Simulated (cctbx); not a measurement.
## What is wrong with this refinement?

Cell a = 7.6350 Å, b = 7.6460 Å, c = 7.6530 Å, α = 92.73°, β = 94.59°, γ = 94.52°; space group P-1 (no. 2).

The data are simulated with cctbx, not measured: synchrotron X-rays, λ = 0.7749 Å, to d = 0.75 Å, 70 % of the full sphere, strongest reflection 40000 counts, noise from counting, a 4 % proportional error and a noise floor of 8 counts (s.d.); no absorption, and some extinction, which the refinements don't model.

An anisotropic refinement with weights 1/σ² prints:

```text
Rint 0.025, 2000 unique reflections to 0.75 A
cycle     R1     wR2    GooF  max shift (A)
   1  0.2667  0.6027  12.405   0.01888
   3  0.1231  0.3506   7.216   0.00002
final R1 0.1232 wR2 0.3506 GooF 7.216  parameters 102  data/parameter 19.6
atom        x        y        z      Ueq    occ   su(xyz)  su(Uiso or U11)
Sr1    0.88048  0.61652  0.25133   0.0019  1.000  0.00026  0.0009  NPD
Sr2    0.62270  0.24789  0.87336   0.0009  1.000  0.00025  0.0009  NPD
Sr3    0.24393  0.87922  0.61524   0.0048  1.000  0.00028  0.0010  NPD
Co1    0.25571  0.25202  0.24985   0.0078  1.000  0.00036  0.0013
S1     0.00000  0.00000  0.00000  -0.0144  1.000  0.00000  0.0017  NPD
Co2    0.50000  0.50000  0.50000   0.0090  1.000  0.00000  0.0019  NPD
S2     0.02495  0.72243  0.90757   0.0078  1.000  0.00068  0.0022  NPD
S3     0.70761  0.90754  0.03300   0.0098  1.000  0.00068  0.0022
S4     0.90564  0.04019  0.72093   0.0201  1.000  0.00082  0.0026
S5     0.53065  0.40733  0.22209   0.0126  1.000  0.00077  0.0026
Co3    0.40433  0.21568  0.53489   0.0288  1.000  0.00057  0.0020
S6     0.21926  0.53828  0.40891   0.0222  1.000  0.00092  0.0035
difference map: max 21.44 min -8.24 rms 1.21
Q1    0.0000  0.0000  0.0000    1   21.44  0.00 A from S1
Q2    0.3767  0.7405  0.1339    2   10.62  0.11 A from Sr2
Q3    0.2340  0.8743  0.6061    2   10.21  0.10 A from Sr3
Q4    0.1224  0.3873  0.7547    2   10.09  0.06 A from Sr1
Q5    0.5000  0.5000  0.5000    1    8.97  0.00 A from Co2
Q6    0.2603  0.2600  0.2505    2    8.19  0.07 A from Co1
```

Q: Accept it or mend it, and why?

Mend it. The fault: elements exchanged: Co3 is S and S1 is Co. Against the right model at the same level, R1 goes from 0.0205 to 0.1232 and GooF from 1.02 to 7.22, U of S1 shrinks from 0.0154 to -0.0144 Å², U of Sr2 shrinks from 0.0092 to 0.0009 Å², U of Sr1 shrinks from 0.0101 to 0.0019 Å², U of Co3 swells from 0.0099 to 0.0288 Å², the top difference peak, 21.4 e/Å³, lies on S1 and Sr1, Sr2, Sr3, S1, Co2 and S2 go non-positive-definite. Co3 has 11 electrons too many and its U swells to shed them, as expected; S1 has 11 electrons too few and its U shrinks to make up, as expected.

The compound is Sr3Co2S6. The right model at the same level gives:

```text
Rint 0.025, 2000 unique reflections to 0.75 A
cycle     R1     wR2    GooF  max shift (A)
   1  0.0703  0.2057   4.233   0.00516
   2  0.0205  0.0495   1.020   0.00000
final R1 0.0205 wR2 0.0495 GooF 1.020  parameters 102  data/parameter 19.6
atom        x        y        z      Ueq    occ   su(xyz)  su(Uiso or U11)
Sr1    0.88032  0.61623  0.25080   0.0101  1.000  0.00004  0.0001
Sr2    0.62245  0.24814  0.87305   0.0092  1.000  0.00003  0.0001
Sr3    0.24342  0.87870  0.61459   0.0130  1.000  0.00004  0.0001
Co1    0.25610  0.25252  0.25012   0.0156  1.000  0.00005  0.0002
Co2    0.00000  0.00000  0.00000   0.0154  1.000  0.00000  0.0002
Co3    0.50000  0.50000  0.50000   0.0169  1.000  0.00000  0.0003
S1     0.02649  0.72293  0.90706   0.0170  1.000  0.00009  0.0003
S2     0.70689  0.90772  0.03331   0.0175  1.000  0.00009  0.0003
S3     0.90480  0.03934  0.71989   0.0303  1.000  0.00012  0.0004
S4     0.52965  0.40825  0.22208   0.0218  1.000  0.00011  0.0004
S5     0.40201  0.21494  0.53411   0.0099  1.000  0.00008  0.0002
S6     0.21982  0.53940  0.41014   0.0311  1.000  0.00013  0.0005
difference map: max 0.67 min -0.81 rms 0.18
Q1    0.1359  0.2815  0.6011    2    0.68  1.37 A from Sr1
Q2    0.2184  0.0788  0.6914    2    0.66  1.64 A from Sr3
Q3    0.2876  0.9778  0.7729    2    0.58  1.40 A from Sr3
Q4    0.0691  0.8096  0.7711    2    0.55  1.31 A from S1
Q5    0.2737  0.4338  0.6549    2    0.53  1.46 A from Sr1
Q6    0.2128  0.6110  0.2712    2    0.51  1.22 A from S6
```

This is a model crystal, built by substitution and not relaxed, with assumed displacement parameters.

[Middle refinement cycles are left out of these outputs.]

[Logs are printed without paths, hosts, clocks, repeated set-up lines and the standing remarks that a program may print on its own settings, such as how far it seeks lower states.]
